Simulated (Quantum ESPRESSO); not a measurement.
## MnF2: energy over the lowest, ferro ++ against volume, fitted and tested on a withheld row

System: MnF2, 2 Mn and 4 F in the cell, space group P4_2/mnm. From the study “How volume moves the moments of MnF2”.

Method: PBE with U = 4 eV on Mn d; plane waves with GBRV 1.5 PBE potentials (Quantum ESPRESSO 7.5). Settings shared by all rows: cutoff 544.23 eV, 6×6×6 k-mesh, fermi-dirac occupations, smearing width 0.05 eV.

Computed values, one withheld:

```tsv
volume (factor)	energy over the lowest, ferro ++ (meV an atom)
0.92	91.16
0.96	45.76
1	18.29
1.04	?
1.08	4.25
```

**Question.** Fit the rows given and predict the energy over the lowest, ferro ++ at volume = 1.04 factor.

**Law.** Energy against volume follows the Birch–Murnaghan form, which is a polynomial in the Eulerian strain: second order (which fixes B′ at 4), a parabola in t = (V/1)^(−2/3) − 1. In symbols, E = c0 + c1 t + c2 t², with energy over the lowest, ferro ++ in meV an atom.

**Fit.** Least squares on 4 rows gives c0 = 18.2307, c1 = 744.133 and c2 = 9293.9.

```tsv
volume (factor)	t	computed	fit	computed − fit
0.92	0.057162	91.16	91.134	0.026
0.96	0.027588	45.76	45.834	-0.074
1	0	18.29	18.231	0.059
1.08	-0.050013	4.25	4.261	-0.011
```

The slope vanishes at t = -0.04003, so the minimum lies at V = 1 × (1 + t)^(−3/2) = 1.063. That is the minimum of this magnetic state alone.

Shape and fractional positions are held, so this modulus can lie above that of a cell free to relax.

**Prediction.** At volume = 1.04 factor, t = -0.025808, so the law predicts 5.216 meV an atom. The computed value is 5.51 meV an atom, 0.294 above the prediction. The row lies between fitted rows, so this is an interpolation.

[Logs and program files are shortened in this print: banners, set-up blocks, solver, clock and traceback lines can be left out without a mark of their own.]

[Logs are printed without paths, hosts, clocks, repeated set-up lines and the standing remarks that a program may print on its own settings, such as how far it seeks lower states.]

[Hosts, paths, dates, database ids (printed as entryN), source tags and the programs' standing remarks are cut or masked in the printed files.]

[Where a cell is said to come from a database of computed structures, the database is the Materials Project.]
